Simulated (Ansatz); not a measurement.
# GePt (model cell, started as CsCl type): phonons and vibrational spectra

How does GePt (model cell, started as CsCl type) vibrate, and is this structure a minimum?

Program: Ansatz 0.2.0. Level of theory: DFT r2SCAN, scalar-relativistic, plane waves, PAW. Results are calculated unless marked as measured.

Most raw output is cut from this account.

The structure was built from a prototype and need not be the compound's stable phase.

**1. Starting point**

It takes space group Pm-3m (No. 221, cubic). Conventional cell: a = 3.152 Å, b = 3.152 Å, c = 3.152 Å, α = 90.00°, β = 90.00°, γ = 90.00°. Pt has 8 Ge at 2.73 Å nearest. Nearest to Ge lie 8 Pt at 2.73 Å. Farther neighbours are not listed.

**2. Relaxation**

Harmonic phonons are second derivatives at a point where the forces vanish, and they are wanted at zero stress, so atoms and cell are relaxed first.

input.yaml

```yaml
crystal:
  lattice:
    - [3.15233, 0.0, 0.0]
    - [0.0, 3.15233, 0.0]
    - [0.0, 0.0, 3.15233]
  atoms:
    - { symbol: Pt, position: [0.0, 0.0, 0.0] }
    - { symbol: Ge, position: [0.5, 0.5, 0.5] }
kpoints:
  mp_grid: { grid: [14, 14, 14] }
hamiltonian:
  xc: r2scan
scf:
  occupations: { method: gaussian, width: 0.1 }
output:
  forces: true
  stress: true
  eigenvalues: true
  write_density: true
  write_potential: true
  elf: true
  volumetric_format: npy
relax:
  adjacent_minimum: "off"
  f_tol: 0.005
  max_steps: 80
  cell: { stress_tol: 0.05 }
```

Command:

```bash
$ ansatz run input.yaml --threads 4 --pin off --max-ram 7168MiB --backend cpu --events-out ev --progress --plain --runs-dir out
```

Elapsed: 17 s, on 4 threads of Arm Neoverse N1, shared host; peak memory 0.47 GiB; 65 s of CPU time.

The steps of the relaxation:

```tsv
step	energy less that of the first step (eV)	largest force component (eV/Å)	pressure (GPa)	volume (Å³)
1	0.0000	0.0000	0.75	31.33
2	0.0001	0.0000	-0.69	31.60
3	-0.0003	0.0000	-0.01	31.47
4*	-0.0003	0.0000	0.00	31.47
```

Relaxation steps marked * repeat the geometry before them on a plane-wave basis chosen anew for their cell, so energy and pressure can jump there.

Forces are held to the 48 operations that the run works with; a distortion that breaks them can't arise in this run.

```tsv
conventional cell, symmetrised	before	after	change
a (Å)	3.152	3.157	+0.2 %
b (Å)	3.152	3.157	+0.2 %
c (Å)	3.152	3.157	+0.2 %
volume (Å³/atom)	15.66	15.73	+0.5 %
```

Final coordinates:

```xyz
2
Lattice="3.1571 0.0000 0.0000 0.0000 3.1571 0.0000 0.0000 0.0000 3.1571" Properties=species:S:1:pos:R:3 pbc="T T T"
Pt    0.0000    0.0000    0.0000
Ge    1.5786    1.5786    1.5786
```

This step gave:

* pressure: -0.004556 GPa
* volume per atom: 15.73 Å³
* gap on the k-mesh: 0 eV

ELF in the ac plane at fractional y = 0.000, with atoms of Pt within 0.2 Å of it. It is the smooth field of the valence electrons, not physical close to the nuclei.

Ten even steps from '0' (0.15) to '9' (0.68):
```
9998632000236899
9997521101125799
9875321101123578
7653211101112356
4322111000111223
2211110000011112
0011100000001110
0000000000000000
0011100000001110
2211110000011112
4322111000111223
7653211101112356
9875321101123578
9997521101125799
9998632000236899
9999742000247999
```
Columns run along a (3.2 Å), rows up along c (3.2 Å). Atoms in or near the plane, at fractional coordinates: Pt at (0.00, 0.00).

Valence density in the ac plane at fractional y = 0.000, with atoms of Pt within 0.2 Å of it. It is the smooth field of the valence electrons, not physical close to the nuclei.

Ten even steps from '0' (0 e/Å³) to '9' (12 e/Å³):
```
9864100000001468
7642100000001246
4421000000000124
1110000000000011
0000000000000000
0000000000000000
0000000000000000
0000000000000000
0000000000000000
0000000000000000
0000000000000000
1110000000000011
4421000000000124
7642100000001246
9864100000001468
9974100000001479
```
Columns run along a (3.2 Å), rows up along c (3.2 Å). Atoms in or near the plane, at fractional coordinates: Pt at (0.00, 0.00).

Electrostatic potential energy in the ac plane at fractional y = 0.000, with atoms of Pt within 0.2 Å of it. With pseudopotentials it is smooth inside the atoms' cores, unlike the true potential.

Values in eV, 16 rows by 16 columns:
```
-65 -65 -55 -38 -14   7  16  19  20  19  16   7 -14 -38 -55 -65
-58 -55 -45 -28  -5  11  17  19  20  19  17  11  -5 -28 -45 -55
-42 -38 -28 -11   5  14  18  19  20  19  18  14   5 -11 -28 -38
-17 -14  -5   5  13  16  19  20  20  20  19  16  13   5  -5 -14
  6   7  11  14  16  18  19  19  20  19  19  18  16  14  11   7
 15  16  17  18  19  19  19  19  19  19  19  19  19  18  17  16
 19  19  19  19  20  19  19  19  19  19  19  19  20  19  19  19
 20  20  20  20  20  20  19  19  19  19  19  20  20  20  20  20
 19  19  19  19  20  19  19  19  19  19  19  19  20  19  19  19
 15  16  17  18  19  19  19  19  19  19  19  19  19  18  17  16
  6   7  11  14  16  18  19  19  20  19  19  18  16  14  11   7
-17 -14  -5   5  13  16  19  20  20  20  19  16  13   5  -5 -14
-42 -38 -28 -11   5  14  18  19  20  19  18  14   5 -11 -28 -38
-58 -55 -45 -28  -5  11  17  19  20  19  17  11  -5 -28 -45 -55
-65 -65 -55 -38 -14   7  16  19  20  19  16   7 -14 -38 -55 -65
-65 -65 -58 -42 -17   6  15  19  20  19  15   6 -17 -42 -58 -65
```
Columns run along a (3.2 Å; values clipped at the 3rd and 97th percentile), rows up along c (3.2 Å). Atoms in or near the plane, at fractional coordinates: Pt at (0.00, 0.00).

In this step the volume went from 15.66 to 15.73 Å³/atom.

**3. Tight relaxation**

Phonons need a cell at rest on their own settings, so the relaxation is repeated with tight tolerances on forces and stress on the k mesh and occupations of the first response run.

input.yaml

```yaml
crystal:
  lattice:
    - [3.1571456531, 0.0, 0.0]
    - [0.0, 3.1571456531, 0.0]
    - [0.0, 0.0, 3.1571456531]
  atoms:
    - { symbol: Pt, position: [0.0, 0.0, 0.0] }
    - { symbol: Ge, position: [0.5, 0.5, 0.5] }
kpoints:
  mp_grid: { grid: [16, 16, 16] }
hamiltonian:
  xc: r2scan
scf:
  occupations: { method: methfessel_paxton, width: 0.2 }
output:
  forces: true
  stress: true
  eigenvalues: true
relax:
  adjacent_minimum: "off"
  f_tol: 0.001
  max_steps: 60
  cell: { stress_tol: 0.01 }
```

Run time: 20 s. Hardware: 4 threads; peak memory 0.5 GiB.

Little changed from the start: no atom moved by 0.005 Å and no cell edge by 0.1 %.

Numbers from this step:

```yaml
pressure: -6.07e-5 GPa
```

The forces vanish by symmetry and the pressure is 0.000 GPa, within the tolerances set. The cell now holds 15.73 Å³/atom.

**4. Zone-centre response**

The zone centre comes first: it holds the modes that light can see, as far as symmetry allows. No field response is asked, since the mesh shows no gap.

input.yaml, the sections that differ from step 3:

```yaml
crystal:
  lattice:
    - [3.1569466852, 0.0, 0.0]
    - [0.0, 3.1569466852, 0.0]
    - [0.0, 0.0, 3.1569466852]
  atoms:
    - { symbol: Pt, position: [0.0, 0.0, 0.0] }
    - { symbol: Ge, position: [0.5, 0.5, 0.5] }
output:
  eigenvalues: true
phonons:
  method: dfpt
# kpoints, hamiltonian, scf: as in step 3
# relax: removed
```

Wall time 1.9 min (4 threads); peak memory 1.3 GiB.

Numbers from this step:

| Quantity | Value |
| --- | --- |
| sum-rule residual before enforcement | 7.19e-5 eV/Å² |
| point group | m-3m |
| highest optical mode at the zone centre (no LO-TO term) | 57.63 cm⁻¹ |
| lowest optical zone-centre mode | 57.63 cm⁻¹ |

Patterns of degenerate modes are one choice out of their space. The modes at Γ (shares of kinetic energy by element, %):

```tsv
mode	frequency (cm⁻¹)	symmetry	Pt %	Ge %
1	0.0	acoustic	73	27
2	0.0	acoustic	73	27
3	0.0	acoustic	73	27
4	57.6	T1u	27	73
5	57.6	T1u	27	73
6	57.6	T1u	27	73
```

Displacements in mode 5 (57.6 cm⁻¹), the largest set to 1:
```
Pt1  0.00  0.00 -0.37
Ge2  0.00  0.00  1.00
```

Before it was imposed, the acoustic sum rule was missed by 7.2e-5 eV/Å². Small misses are needed for a sound result but don't prove that mesh and cutoff are converged. The lowest optical mode is real, 57.6 cm⁻¹.

**5. The dispersion**

Stability and thermal properties need the whole zone. Linear response on a 2×2×2 q mesh gives force constants as far as a supercell of that size would.

input.yaml, as its differences from that of step 4:

```diff
@@ -18 +18,8 @@
   method: dfpt
+  qmesh: [2, 2, 2]
+  temperatures: { t_max: 1000, t_step: 50 }
+  qpath:
+    path:
+      - [[0.0, 0.0, 0.0], [0.0, 0.5, 0.0], [0.5, 0.5, 0.0], [0.0, 0.0, 0.0], [0.5, 0.5, 0.5], [0.0, 0.5, 0.0]]
+      - [[0.5, 0.5, 0.5], [0.5, 0.5, 0.0]]
+    npoints: 10
```

Run time: 12 min. Hardware: 4 threads; peak memory 1.8 GiB; 49 min of CPU time.

Numbers from this step:

* lowest frequency on the path: -44.68 cm⁻¹
* highest frequency on the path or at a solved wavevector: 191.4 cm⁻¹
* lowest mode on the q mesh (acoustic modes at Γ apart): -44.68 cm⁻¹

Frequencies (cm⁻¹) solved at each irreducible wavevector; negative means imaginary. Frequencies by wavevector, by row:

```tsv
q in reciprocal lattice units	star	mode 1	mode 2	mode 3	mode 4	mode 5	mode 6
0 0 0	1	0	0	0	57.6	57.6	57.6
0 0 -0.5	3	44.9	44.9	52.5	88.8	88.8	191.4
0 -0.5 -0.5	3	-44.7	-44.7	-31.7	41.5	139.4	139.4
-0.5 -0.5 -0.5	1	75.2	75.2	75.2	141.4	141.4	141.4
```

Interpolated from a 2×2×2 q mesh, rough between the solved points. Phonon branches along the path, in cm⁻¹:

```tsv
point	branch 1	branch 2	branch 3	branch 4	branch 5	branch 6
Γ	0	0	0	58	58	58
halfway	34	34	42	74	74	140
X	45	45	53	89	89	191
halfway	-14	18	22	69	119	166
M	-45	-45	-32	42	139	139
halfway	21	29	32	72	128	131
Γ	0	0	0	58	58	58
halfway	18	31	31	120	120	123
R	75	75	75	141	141	141
halfway	18	27	42	108	117	154
X	45	45	53	89	89	191
jump to R	75	75	75	141	141	141
halfway	41	41	48	104	141	141
M	-45	-45	-32	42	139	139
```

The phonon density of states has structure finer than the step of the table below, so its rows give means over 10 cm⁻¹, whole bins alone (the curve runs from -45 to 191 cm⁻¹). Peaks (cm⁻¹: height): 31.0: 0.110, 141.0: 0.0696.

Tetrahedra on a 20×20×20 mesh, mean over bins of 2 cm-1. Interpolated from a 2×2×2 q mesh, rough between the solved points. The phonon density of states by wavenumber; means over each step:

```tsv
wavenumber (cm⁻¹)	phonon density of states (1/cm⁻¹/cell)
-40	0.00524
-30	0.0115
-20	0.0139
-10	0.0105
0	0.0113
10	0.0179
20	0.0464
30	0.0982
40	0.0594
50	0.0164
60	0.0144
70	0.0224
80	0.0299
90	0.0294
100	0.0250
110	0.0250
120	0.0275
130	0.0339
140	0.0505
150	0.0227
160	0.0133
170	0.00864
180	0.00518
```

The partial phonon density of states has structure finer than the step of the table below, so its rows give means over 5 cm⁻¹, whole bins alone (the curve runs from -53.9 to 206 cm⁻¹). Peaks (cm⁻¹: height): Ge 88.5: 0.0375, 108.2: 0.0404, 140.9: 0.0531; Pt -8.1: 0.0180, 32.9: 0.102.

Phonopy on the run's constants, 17x17x17 mesh, Gaussian sigma 2.0 cm-1. Interpolated from a 2×2×2 q mesh, rough between the solved points. The partial phonon density of states by wavenumber; means over each step; values in 1/cm⁻¹/cell:

```tsv
wavenumber (cm⁻¹)	Ge	Pt
-50	3.0e-6	4.1e-5
-45	1.7e-4	0.00147
-40	6.4e-4	0.00551
-35	8.6e-4	0.00762
-30	0.00123	0.0126
-25	0.00133	0.0144
-20	9.3e-4	0.0111
-15	7.1e-4	0.00988
-10	0.00157	0.0152
-5	0.00113	0.00920
0	4.9e-4	0.00424
5	7.1e-4	0.00786
10	0.00150	0.0161
15	0.00231	0.0254
20	0.00349	0.0430
25	0.00487	0.0710
30	0.00496	0.0946
35	0.00322	0.0916
40	0.00175	0.0548
45	0.00185	0.0284
50	0.00293	0.0138
55	0.00411	0.00978
60	0.00619	0.00819
65	0.0114	0.00667
70	0.0192	0.00500
75	0.0250	0.00250
80	0.0250	0.00109
85	0.0299	0.00113
90	0.0343	0.00176
95	0.0209	0.00145
100	0.0172	0.00118
105	0.0273	0.00205
110	0.0271	0.00200
115	0.0201	0.00179
120	0.0242	0.00199
125	0.0278	0.00227
130	0.0337	0.00235
135	0.0381	0.00280
140	0.0504	0.00357
145	0.0341	0.00211
150	0.0218	0.00106
155	0.0168	6.3e-4
160	0.0120	3.9e-4
165	0.0105	2.4e-4
170	0.00908	1.5e-4
175	0.00654	8.3e-5
180	0.00525	4.2e-5
185	0.00376	1.7e-5
190	0.00151	9.0e-7
195	1.3e-4	0
200	0	0
```

Second derivatives of the energy by pair, one row for each kind of neighbour of each atom listed. Each entry sums the pair over the periodic images of the supercell that the q mesh stands for, and in a polar crystal it holds the long-range dipole part too. Force constants by pair, by row:

```tsv
atom	neighbour	distance (Å)	third of the trace (eV/Å²)	along the pair's line (eV/Å²)
Pt1	itself	0	1.169	–
Pt1	Ge	2.734	-0.0808	-0.8123
Pt1	Pt	3.157	-0.2138	-0.4647
Pt1	Pt	4.465	0.3944	0.4306
Pt1	Pt	5.468	-1.064	-1.064
Ge2	itself	0	3.697	–
Ge2	Pt	2.734	-0.0808	-0.8123
Ge2	Ge	3.157	-0.4026	-2.367
Ge2	Ge	4.465	-0.2347	-0.5327
Ge2	Ge	5.468	-1.139	-1.139
```

Symmetry leaves 4 wavevectors to solve. The lowest mode among them, the acoustic zeros apart, lies at q = (0, -0.5, -0.5) and is imaginary, 44.7i cm⁻¹, so the energy falls along it.

**6. Another isotope**

An isotope changes the mass and not the force constants, so no new electronic calculation is needed; the shifts show which modes move this element.

The same force constants with the mass of Ge changed from 72.630 to 75.921 u (phonopy, no LO-TO term). Both lists are sorted by frequency; levels can cross, so a row need not hold one and the same mode. Modes under 3 cm⁻¹ are left out. Isotope shifts, by row:

```tsv
q	rank	natural mass (cm⁻¹)	changed mass (cm⁻¹)
0 0 0	4	57.63	56.71
0 0 0	5	57.63	56.71
0 0 0	6	57.63	56.71
0 0 -0.5	1	44.9	44.9
0 0 -0.5	2	44.9	44.9
0 0 -0.5	3	52.55	52.55
0 0 -0.5	4	88.84	86.89
0 0 -0.5	5	88.84	86.89
0 0 -0.5	6	191.4	187.2
0 -0.5 -0.5	1	-44.68	-44.57
0 -0.5 -0.5	2	-44.68	-44.57
0 -0.5 -0.5	3	-31.74	-31.74
0 -0.5 -0.5	4	41.47	40.56
0 -0.5 -0.5	5	139.4	136.7
0 -0.5 -0.5	6	139.4	136.7
-0.5 -0.5 -0.5	1	75.2	75.2
-0.5 -0.5 -0.5	2	75.2	75.2
-0.5 -0.5 -0.5	3	75.2	75.2
-0.5 -0.5 -0.5	4	141.4	138.3
-0.5 -0.5 -0.5	5	141.4	138.3
-0.5 -0.5 -0.5	6	141.4	138.3
```

A mode of this element alone would shift by -2.19 %. The highest zone-centre frequency without the field goes from 57.6 to 56.7 cm⁻¹ (-1.6 %). The product of the frequency ratios over all optical modes at Γ is 0.953; the product rule, (m/m′)^(3k/2) (M′/M)^(3/2) with k = 1 such atoms and M the mass of the cell, gives 0.953.

**7. Outcome**

```
space group after relaxation (within 0.01 Å)            : Pm-3m
volume per atom                                         : 15.7 Å³
electronic character                                    : no gap on this mesh
highest optical mode at the zone centre (no LO-TO term) : 57.6 cm⁻¹
lowest optical zone-centre mode                         : 57.6 cm⁻¹
lowest mode on the q mesh (acoustic modes at Γ apart)   : -44.7 cm⁻¹
highest frequency on the path or at a solved wavevector : 191 cm⁻¹
imaginary modes on the 2×2×2 q mesh                     : yes
```

**Reading.** Modes are clearly imaginary (beyond 10i cm⁻¹) at 1 of the 4 irreducible wavevectors, most at q = (0, -0.5, -0.5) (44.7i cm⁻¹), so this structure is not a minimum of the energy. The optical modes at Γ form one degenerate level at 58 cm⁻¹. The highest mode in this list at Γ, 57.6 cm⁻¹, is mostly motion of Ge (73 % of the kinetic energy). The q mesh stands for a supercell only 6.3 Å across, so branches between the solved wavevectors are rough. With no gap, or one that is small against the smearing, the frequencies hang on the k mesh and the smearing, most of all near Kohn anomalies. Spin-orbit coupling is left out, which can matter for the heavy elements here. The starting cell was built on a prototype and not taken from a measurement, so the phase need not exist. These are harmonic frequencies at zero temperature: anharmonic shifts, linewidths and thermal expansion are left out.

[Logs are printed without paths, hosts, clocks, repeated set-up lines and the standing remarks that a program may print on its own settings, such as how far it seeks lower states.]

[Hosts, paths, dates, database ids (printed as entryN), source tags and the programs' standing remarks are cut or masked in the printed files.]
